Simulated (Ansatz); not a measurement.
## Cl on Cu(100): change of the work function

How does Cl on the hollow site change the work function of Cu(100) as the layer fills?

Main program and level: Ansatz 0.2.0; plane-wave DFT, PBE, Ansatz PAW.

Report form: the programs' logs are mostly left out.

## (1) The starting structure

The cell holds 4 atoms: 4 Cu. Cell: a = 2.553 Å, b = 2.553 Å, c = 23.415 Å, α = 90.0°, β = 90.0°, γ = 90.0°. Vacuum lies along c.

## (2) The clean slab

The bare slab comes first, as the zero from which every change is counted. The two lowest layers are held at bulk places and the upper ones relax. The dipole correction removes the false field that a one-sided slab makes across the periodic vacuum, so each face gets a flat vacuum level of its own.

Input file input.yaml:

```yaml
crystal:
  lattice:
    - [2.5526554801, 0.0, 0.0]
    - [0.0, 2.5526554801, 0.0]
    - [0.0, 0.0, 23.415]
  atoms:
    - { symbol: Cu, position: [0.5, 0.5, 0.3843689942] }
    - { symbol: Cu, position: [0.0, 0.0, 0.4614563314] }
    - { symbol: Cu, position: [0.5, 0.5, 0.5385436686] }
    - { symbol: Cu, position: [0.0, 0.0, 0.6156310058] }
kpoints:
  mp_grid: { grid: [12, 12, 1] }
hamiltonian:
  xc: pbe
scf:
  occupations: { method: fermi_dirac, width: 0.1 }
  convergence: { dr2_threshold: 1.0e-08 }
efield:
  axis: 3
  dipole_correction: true
  ramp_position: 0.97
  ramp_width: 0.06
relax:
  f_tol: 0.02
  max_steps: 60
  constraints: [{ sites: [0, 1] }]
output:
  write_potential: true
  write_density: true
  volumetric_format: npy
```

On the command line:

```
> ansatz run input.yaml --threads 4 --pin off --max-ram 6144MiB --backend cpu --events-out ev --progress --plain --runs-dir out
```

Run time: 4.5 s. Hardware: 4 threads of AMD EPYC 9R45, shared host; peak memory 0.58 GiB.

Relaxation path:

| step | energy less that of the first step (eV) | largest force component (eV/Å) |
| --- | --- | --- |
| 1 | 0.0000 | 0.2181 |
| 2 | -0.0019 | 0.1395 |
| 3 | -0.0033 | 0.0021 |

The run keeps the 8 symmetry operations that it works with, so distortions that break them were not tested.

The atoms that moved most (Å):

| atom | dx | dy | dz | length |
| --- | --- | --- | --- | --- |
| Cu3 | 0.000 | 0.000 | 0.031 | 0.031 |

Final coordinates:

```xyz
4
Lattice="2.5527 0.0000 0.0000 0.0000 2.5527 0.0000 0.0000 0.0000 23.4150" Properties=species:S:1:pos:R:3
Cu    1.2763    1.2763    9.0000
Cu    0.0000    0.0000   10.8050
Cu    1.2763    1.2763   12.6413
Cu    0.0000    0.0000   14.4180
```

Numbers from this step:

| Property | Result |
| --- | --- |
| energy at zero smearing | -26499.4726 eV |
| work function, upper face | 4.571 eV |
| dipole along the normal | 4.05e-4 e·Å |

Running mean over 1.805 Å of the planar mean; the ramp of the sawtooth is left out. Electron's electrostatic potential energy less the Fermi level against z:

| z (Å) | electron's electrostatic potential energy less the Fermi level (eV) |
| --- | --- |
| 3.0 | 4.58 |
| 3.5 | 4.58 |
| 4.0 | 4.58 |
| 4.5 | 4.58 |
| 5.0 | 4.58 |
| 5.5 | 4.57 |
| 6.0 | 4.54 |
| 6.5 | 4.45 |
| 7.0 | 4.10 |
| 7.5 | 2.70 |
| 8.0 | -1.44 |
| 8.5 | -6.20 |
| 9.0 | -8.30 |
| 9.5 | -8.63 |
| 10.0 | -8.72 |
| 10.5 | -8.78 |
| 11.0 | -8.72 |
| 11.5 | -8.54 |
| 12.0 | -8.55 |
| 12.5 | -8.77 |
| 13.0 | -8.94 |
| 13.5 | -9.00 |
| 14.0 | -8.80 |
| 14.5 | -8.20 |
| 15.0 | -5.53 |
| 15.5 | -0.619 |
| 16.0 | 3.08 |
| 16.5 | 4.18 |
| 17.0 | 4.46 |
| 17.5 | 4.54 |
| 18.0 | 4.56 |
| 18.5 | 4.57 |
| 19.0 | 4.57 |
| 19.5 | 4.57 |
| 20.0 | 4.57 |

The relaxation took 3 steps and lowered the energy by 0.0033 eV; the largest force on the free atoms ends at 0.0021 eV/Å.

The work function of the upper face is 4.57 eV.

## (3) Adsorbate added, k-mesh 6×6×1, coverage 0.25 ML

System of this step: Cl/Cu(100). The cell holds 17 atoms: 16 Cu and 1 Cl. Cell: a = 5.105 Å, b = 5.105 Å, c = 25.015 Å, α = 90.0°, β = 90.0°, γ = 90.0°. Vacuum lies along c.

The clean slab as it ended is repeated in the plane and the adsorbate is set on one face; the cell's size fixes the coverage, and the k-mesh shrinks with it to keep the sampling density about even. Adsorbate and upper layers relax, since the dipole depends on the height.

Input file input.yaml:

```yaml
crystal:
  lattice:
    - [5.1053109602, 0.0, 0.0]
    - [0.0, 5.1053109602, 0.0]
    - [0.0, 0.0, 25.0151666049]
  atoms:
    - { symbol: Cu, position: [0.25, 0.25, 0.3597817333] }
    - { symbol: Cu, position: [0.0, 0.0, 0.4319379587] }
    - { symbol: Cu, position: [0.25, 0.25, 0.5053466184] }
    - { symbol: Cu, position: [0.0, 0.0, 0.5763691119] }
    - { symbol: Cu, position: [0.25, 0.75, 0.3597817333] }
    - { symbol: Cu, position: [0.0, 0.5, 0.4319379587] }
    - { symbol: Cu, position: [0.25, 0.75, 0.5053466184] }
    - { symbol: Cu, position: [0.0, 0.5, 0.5763691119] }
    - { symbol: Cu, position: [0.75, 0.25, 0.3597817333] }
    - { symbol: Cu, position: [0.5, 0.0, 0.4319379587] }
    - { symbol: Cu, position: [0.75, 0.25, 0.5053466184] }
    - { symbol: Cu, position: [0.5, 0.0, 0.5763691119] }
    - { symbol: Cu, position: [0.75, 0.75, 0.3597817333] }
    - { symbol: Cu, position: [0.5, 0.5, 0.4319379587] }
    - { symbol: Cu, position: [0.75, 0.75, 0.5053466184] }
    - { symbol: Cu, position: [0.5, 0.5, 0.5763691119] }
    - { symbol: Cl, position: [0.25, 0.25, 0.6402182667] }
kpoints:
  mp_grid: { grid: [6, 6, 1] }
hamiltonian:
  xc: pbe
scf:
  occupations: { method: fermi_dirac, width: 0.1 }
  convergence: { dr2_threshold: 1.0e-08 }
efield:
  axis: 3
  dipole_correction: true
  ramp_position: 0.97
  ramp_width: 0.06
relax:
  f_tol: 0.02
  max_steps: 60
  constraints: [{ sites: [0, 1, 4, 5, 8, 9, 12, 13] }]
output:
  dos: { projected: true, e_range: [-8, 4] }
  write_potential: true
  write_density: true
  volumetric_format: npy
  elf: true
```

Elapsed: 43 s, on 4 threads; peak memory 3.2 GiB.

This run has no spin polarisation although its electron count is odd.

The steps of the relaxation:

| step | energy less that of the first step (eV) | largest force component (eV/Å) |
| --- | --- | --- |
| 1 | 0.0000 | 0.6558 |
| 2 | -0.0403 | 0.4092 |
| 3 | -0.0673 | 0.0239 |
| 4 | -0.0674 | 0.0060 |

The run keeps the 8 symmetry operations that it works with, so distortions that break them were not tested.

The atoms that moved most (Å):

| atom | dx | dy | dz | length |
| --- | --- | --- | --- | --- |
| Cl17 | 0.000 | 0.000 | 0.124 | 0.124 |
| Cu15 | 0.000 | 0.000 | 0.058 | 0.058 |
| Cu3 | 0.000 | 0.000 | -0.039 | 0.039 |
| Cu4 | -0.010 | -0.010 | 0.027 | 0.031 |
| Cu8 | -0.010 | 0.010 | 0.027 | 0.031 |
| Cu12 | 0.010 | -0.010 | 0.027 | 0.031 |
| Cu16 | 0.010 | 0.010 | 0.027 | 0.031 |

Final coordinates:

```cif
data_structure
_symmetry_space_group_name_H-M 'P 1'
_symmetry_Int_Tables_number 1
_cell_length_a 5.1053
_cell_length_b 5.1053
_cell_length_c 25.0152
_cell_angle_alpha 90.000
_cell_angle_beta 90.000
_cell_angle_gamma 90.000
_cell_volume 652.00
loop_
_atom_site_label
_atom_site_type_symbol
_atom_site_fract_x
_atom_site_fract_y
_atom_site_fract_z
_atom_site_occupancy
Cu1 Cu 0.25000 0.25000 0.35978 1
Cu2 Cu 0.00000 0.00000 0.43194 1
Cu3 Cu 0.25000 0.25000 0.50380 1
Cu4 Cu 0.99795 0.99795 0.57745 1
Cu5 Cu 0.25000 0.75000 0.35978 1
Cu6 Cu 0.00000 0.50000 0.43194 1
Cu7 Cu 0.25000 0.75000 0.50532 1
Cu8 Cu 0.99795 0.50205 0.57745 1
Cu9 Cu 0.75000 0.25000 0.35978 1
Cu10 Cu 0.50000 0.00000 0.43194 1
Cu11 Cu 0.75000 0.25000 0.50532 1
Cu12 Cu 0.50205 0.99795 0.57745 1
Cu13 Cu 0.75000 0.75000 0.35978 1
Cu14 Cu 0.50000 0.50000 0.43194 1
Cu15 Cu 0.75000 0.75000 0.50768 1
Cu16 Cu 0.50205 0.50205 0.57745 1
Cl17 Cl 0.25000 0.25000 0.64519 1
```

This step gave:

```
energy at zero smearing        : -107079.2801 eV
work function, upper face      : 4.934 eV
work function, lower face      : 4.547 eV
dipole along the normal        : -0.05566 e·Å
step between the vacuum levels : 0.3864 eV
```

Running mean over 1.805 Å of the planar mean; the ramp of the sawtooth is left out. Electron's electrostatic potential energy less the Fermi level against z:

| z (Å) | electron's electrostatic potential energy less the Fermi level (eV) |
| --- | --- |
| 3.5 | 4.55 |
| 4.0 | 4.55 |
| 4.5 | 4.55 |
| 5.0 | 4.54 |
| 5.5 | 4.54 |
| 6.0 | 4.51 |
| 6.5 | 4.41 |
| 7.0 | 4.07 |
| 7.5 | 2.69 |
| 8.0 | -1.46 |
| 8.5 | -6.20 |
| 9.0 | -8.31 |
| 9.5 | -8.64 |
| 10.0 | -8.73 |
| 10.5 | -8.79 |
| 11.0 | -8.73 |
| 11.5 | -8.50 |
| 12.0 | -8.49 |
| 12.5 | -8.69 |
| 13.0 | -8.75 |
| 13.5 | -8.76 |
| 14.0 | -8.76 |
| 14.5 | -8.54 |
| 15.0 | -6.85 |
| 15.5 | -3.09 |
| 16.0 | 0.201 |
| 16.5 | 1.67 |
| 17.0 | 3.06 |
| 17.5 | 4.31 |
| 18.0 | 4.81 |
| 18.5 | 4.91 |
| 19.0 | 4.93 |
| 19.5 | 4.93 |
| 20.0 | 4.93 |
| 20.5 | 4.93 |
| 21.0 | 4.93 |
| 21.5 | 4.93 |

The density of states has structure finer than the step of the table below, so its rows give means over 0.5 eV, whole bins alone (the curve runs from -8 to 1.98 eV). Peaks (eV: height): -2.80: 85.4, -2.74: 116, -2.38: 89.7, -2.32: 110, -1.71: 95.9, -1.62: 88.4, -1.50: 123.

Table of density of states by energy, zero at the Fermi level; means over each step:

| energy (eV) | density of states (states/eV a cell) |
| --- | --- |
| -7.5 | 1.22 |
| -7.0 | 2.65 |
| -6.5 | 2.50 |
| -6.0 | 4.24 |
| -5.5 | 6.77 |
| -5.0 | 11.3 |
| -4.5 | 15.2 |
| -4.0 | 34.9 |
| -3.5 | 33.3 |
| -3.0 | 52.0 |
| -2.5 | 57.3 |
| -2.0 | 64.7 |
| -1.5 | 61.7 |
| -1.0 | 7.73 |
| -0.5 | 5.06 |
| 0.0 | 5.80 |
| 0.5 | 5.35 |
| 1.0 | 4.09 |
| 1.5 | 5.27 |

Projected DOS per atom over height of the atomic layer and energy from the Fermi level. Layers: Cu4 Cu4 Cu4 Cu4 Cl from below.

Ten even steps from '0' (0.02 states/eV) to '9' (5.70 states/eV), each cell a mean:
```
00000
00000
00000
00000
00000
00000
00000
64451
96590
85570
56650
35430
23421
14411
02101
00006
00002
00001
00000
00000
00000
00000
```
Columns: height of the atomic layer (Å) from 9 to 16.1; rows upwards: energy from the Fermi level (eV) from -7.96 to 1.95.

ELF in the ca plane at fractional y = 0.250, with atoms of Cu and Cl within 0.2 Å of it. It is the smooth field of the valence electrons, not physical close to the nuclei.

Ten even steps from '0' (0.00) to '9' (0.88), each cell a mean:
```
11222222222232222232221123321000000000000000
11112222222221222222221100000000000000000000
11125742222212574223221000000000000000000000
11126942222212694223221000000000000000000000
11123422222222342223221000000000000000000000
11112222222222222232221111110000000000000000
11222223322233222332211345542100000000000000
11222222222232222222124799874200000000000000
11112222222222222222126999996310000000000000
11125742222212673221148867997410000000000000
11126942222212784221148846998420000000000000
11123422222222342122137989997410000000000000
11112222222222221222125899985310000000000000
11222223322233222332212577753100000000000000
```
Columns run along c (16.0 Å, from fractional 0.29 to 0.93 of the cell), rows up along a (5.1 Å). Atoms in or near the plane, at fractional coordinates: Cu at (0.36, 0.25), Cu at (0.50, 0.25), Cu at (0.36, 0.75), Cu at (0.51, 0.75), Cl at (0.65, 0.25).

Valence density in the ca plane at fractional y = 0.250, with atoms of Cu and Cl within 0.2 Å of it. It is the smooth field of the valence electrons, not physical close to the nuclei.

Values in e/Å³, 8 rows by 16 columns, each cell a mean:
```
 0  1  1  0  0  1  0  0  0  0  0  0  0  0  0  0
 0 13  9  0  1 21  1  0  0  0  0  0  0  0  0  0
 0  8  5  0  1 12  1  0  0  0  0  0  0  0  0  0
 0  0  0  0  0  0  0  0  0  0  0  0  0  0  0  0
 0  1  1  0  0  1  0  0  1  1  0  0  0  0  0  0
 0 13  9  0  1 21  1  0  1  1  0  0  0  0  0  0
 0  8  5  0  1 12  1  0  1  1  0  0  0  0  0  0
 0  0  0  0  0  0  0  0  0  0  0  0  0  0  0  0
```
Columns run along c (16.0 Å, from fractional 0.29 to 0.93 of the cell), rows up along a (5.1 Å). Atoms in or near the plane, at fractional coordinates: Cu at (0.36, 0.25), Cu at (0.50, 0.25), Cu at (0.36, 0.75), Cu at (0.51, 0.75), Cl at (0.65, 0.25).

Electrostatic potential energy in the ca plane at fractional y = 0.250, with atoms of Cu and Cl within 0.2 Å of it. With pseudopotentials it is smooth inside the atoms' cores, unlike the true potential.

Ten even steps from '0' (-51 eV) to '9' (7 eV), each cell a mean:
```
99998889999999888999999999999999999999999999
99974358999997435899999999999999999999999999
99840016999984001699999999999999999999999999
99840006999983000599999999999999999999999999
99862137999985113799999999999999999999999999
99986678999998667899999999999999999999999999
99999899999999989999899999999999999999999999
99998889999999888999999888999999999999999999
99974358999996335899998634799999999999999999
99840016999983001699997200389999999999999999
99840006999983001699996100389999999999999999
99862137999985113799998411589999999999999999
99986678999998667899999866899999999999999999
99999899999999989999899999999999999999999999
```
Columns run along c (16.0 Å, from fractional 0.29 to 0.93 of the cell; values clipped at the 3rd and 97th percentile), rows up along a (5.1 Å). Atoms in or near the plane, at fractional coordinates: Cu at (0.36, 0.25), Cu at (0.50, 0.25), Cu at (0.36, 0.75), Cu at (0.51, 0.75), Cl at (0.65, 0.25).

The relaxation took 4 steps and lowered the energy by 0.067 eV; the largest force on the free atoms ends at 0.0060 eV/Å.

By hand: a sheet of dipoles makes a step −p/(ε₀A) in the electron's potential. With e/ε₀ = 180.95 V·Å, p = -0.05566 e·Å and A = 26.06 Å², that is −180.95 × (-0.05566) / 26.06 = +0.386 eV, and the two vacuum levels of the run differ by +0.386 eV.

The covered face has 4.93 eV, +0.36 eV against the clean one; the bare back face has moved by -0.03 eV, a measure of how thin the slab is.

## (4) The covered slab, k-mesh 12×12×1, coverage 1 ML

System of this step: Cl/Cu(100). The cell holds 5 atoms: 4 Cu and 1 Cl. Its edges and angles: a = 2.553 Å, b = 2.553 Å, c = 25.015 Å, α = 90.0°, β = 90.0°, γ = 90.0°. Vacuum lies along c.

Another coverage, to see how the dipoles act on each other as their distance changes.

input.yaml, the sections that differ from step 3:

```yaml
crystal:
  lattice:
    - [2.5526554801, 0.0, 0.0]
    - [0.0, 2.5526554801, 0.0]
    - [0.0, 0.0, 25.0151666049]
  atoms:
    - { symbol: Cu, position: [0.5, 0.5, 0.3597817333] }
    - { symbol: Cu, position: [0.0, 0.0, 0.4319379587] }
    - { symbol: Cu, position: [0.5, 0.5, 0.5053466184] }
    - { symbol: Cu, position: [0.0, 0.0, 0.5763691119] }
    - { symbol: Cl, position: [0.5, 0.5, 0.6402182667] }
kpoints:
  mp_grid: { grid: [12, 12, 1] }
relax:
  f_tol: 0.02
  max_steps: 60
  constraints: [{ sites: [0, 1] }]
output:
  write_potential: true
  write_density: true
  volumetric_format: npy
# hamiltonian, scf, efield: as in step 3
```

Elapsed: 13 s, on 4 threads; peak memory 0.62 GiB; 50 s of CPU time.

The steps of the relaxation:

| step | energy less that of the first step (eV) | largest force component (eV/Å) |
| --- | --- | --- |
| 1 | 0.0000 | 1.4981 |
| 2 | -0.1236 | 1.0578 |
| 3 | -0.2684 | 0.4373 |
| 4 | -0.3256 | 0.1643 |
| 5 | -0.3454 | 0.0427 |
| 6 | -0.3483 | 0.0305 |
| 7 | -0.3483 | 0.0413 |
| 8 | -0.3484 | 0.0005 |

Relaxation step 7 was tried and not accepted.

Forces are held to the 8 operations that the run works with; a distortion that breaks them can't arise in this run.

The atoms that moved most (Å):

| atom | dx | dy | dz | length |
| --- | --- | --- | --- | --- |
| Cl5 | 0.000 | 0.000 | 0.868 | 0.868 |
| Cu4 | 0.000 | 0.000 | 0.018 | 0.018 |
| Cu3 | 0.000 | 0.000 | 0.006 | 0.006 |

The relaxed structure:

```xyz
5
Lattice="2.5527 0.0000 0.0000 0.0000 2.5527 0.0000 0.0000 0.0000 25.0152" Properties=species:S:1:pos:R:3
Cu    1.2763    1.2763    9.0000
Cu    0.0000    0.0000   10.8050
Cu    1.2763    1.2763   12.6475
Cu    0.0000    0.0000   14.4358
Cl    1.2763    1.2763   16.8835
```

This step gave:

- energy at zero smearing: -27578.6958 eV
- work function, upper face: 5.513 eV
- work function, lower face: 4.470 eV
- dipole along the normal: -0.03755 e·Å
- step between the vacuum levels: 1.043 eV

Running mean over 1.805 Å of the planar mean; the ramp of the sawtooth is left out. Table of electron's electrostatic potential energy less the Fermi level by z:

| z (Å) | electron's electrostatic potential energy less the Fermi level (eV) |
| --- | --- |
| 3.5 | 4.47 |
| 4.0 | 4.47 |
| 4.5 | 4.47 |
| 5.0 | 4.47 |
| 5.5 | 4.46 |
| 6.0 | 4.44 |
| 6.5 | 4.34 |
| 7.0 | 4.00 |
| 7.5 | 2.64 |
| 8.0 | -1.49 |
| 8.5 | -6.22 |
| 9.0 | -8.32 |
| 9.5 | -8.65 |
| 10.0 | -8.74 |
| 10.5 | -8.79 |
| 11.0 | -8.72 |
| 11.5 | -8.48 |
| 12.0 | -8.49 |
| 12.5 | -8.72 |
| 13.0 | -8.83 |
| 13.5 | -8.87 |
| 14.0 | -8.82 |
| 14.5 | -8.45 |
| 15.0 | -6.19 |
| 15.5 | -2.86 |
| 16.0 | -3.26 |
| 16.5 | -6.15 |
| 17.0 | -6.69 |
| 17.5 | -3.91 |
| 18.0 | 1.09 |
| 18.5 | 4.51 |
| 19.0 | 5.33 |
| 19.5 | 5.48 |
| 20.0 | 5.51 |
| 20.5 | 5.51 |
| 21.0 | 5.51 |
| 21.5 | 5.51 |

The relaxation took 8 steps and lowered the energy by 0.35 eV; the largest force on the free atoms ends at 5.2e-4 eV/Å.

The covered face has 5.51 eV, +0.94 eV against the clean one; the bare back face has moved by -0.11 eV, a measure of how thin the slab is.

## (5) Work function against coverage

This step: plane-wave DFT, PBE, Ansatz PAW; work function against coverage (Ansatz 0.2.0).

The runs are now put side by side.

Numbers from this step:

```yaml
work_function_of_the_clean_face: 4.571 eV
largest_change_of_the_work_function: 0.9424 eV
```

Table of work function of the covered face by coverage:

| coverage (adsorbates/nm²) | work function of the covered face (eV) |
| --- | --- |
| 0.00 | 4.57 |
| 3.84 | 4.93 |
| 15.35 | 5.51 |

The dipole per adsorbate comes from the change of the cell's dipole. Coverage, by row:

| coverage (1/nm²) | coverage (ML) | work function (eV) | change (eV) | dipole per adsorbate, positive end outwards (debye) | mean height of the added atoms over the highest substrate atom (Å) |
| --- | --- | --- | --- | --- | --- |
| 3.837 | 0.25 | 4.934 | 0.3629 | -0.275 | 1.695 |
| 15.35 | 1 | 5.513 | 0.9424 | -0.182 | 2.448 |

## (6) Summary of results

| Item | Value |
| --- | --- |
| work function of the clean face | 4.57 eV |
| work function at 0.25 ML | 4.93 eV |
| work function at 1 ML | 5.51 eV |
| dipole per adsorbate at 0.25 ML, positive end outwards | -0.28 D |

In words: Cl raises the work function of Cu(100) at the lowest coverage, by 0.36 eV: the adsorbate layer has its negative end outwards. At the highest coverage the adsorbates are pressed to about 2.6 Å, closer than unbonded atoms of this kind usually come, so a real layer may not reach it. The slab has 4 layers, at the tabulated experimental lattice constant, one starting site was run, and quantum-size effects of a slab this thin can reach one or two tenths of an eV.

[Logs are printed without paths, hosts, clocks, repeated set-up lines and the standing remarks that a program may print on its own settings, such as how far it seeks lower states.]

[Hosts, paths, dates, database ids (printed as entryN), source tags and the programs' standing remarks are cut or masked in the printed files.]

[Maps of the electrostatic potential energy from Ansatz leave out the sawtooth potential of an applied field or a dipole correction, so their vacuum need not be flat; planar profiles and work functions include it.]

[The density of states shown here was stored with 400 of the rows of the run's finer table, so its peaks can read low, often by over a quarter, or be missed, and its means over a window can be off by a tenth or more.]
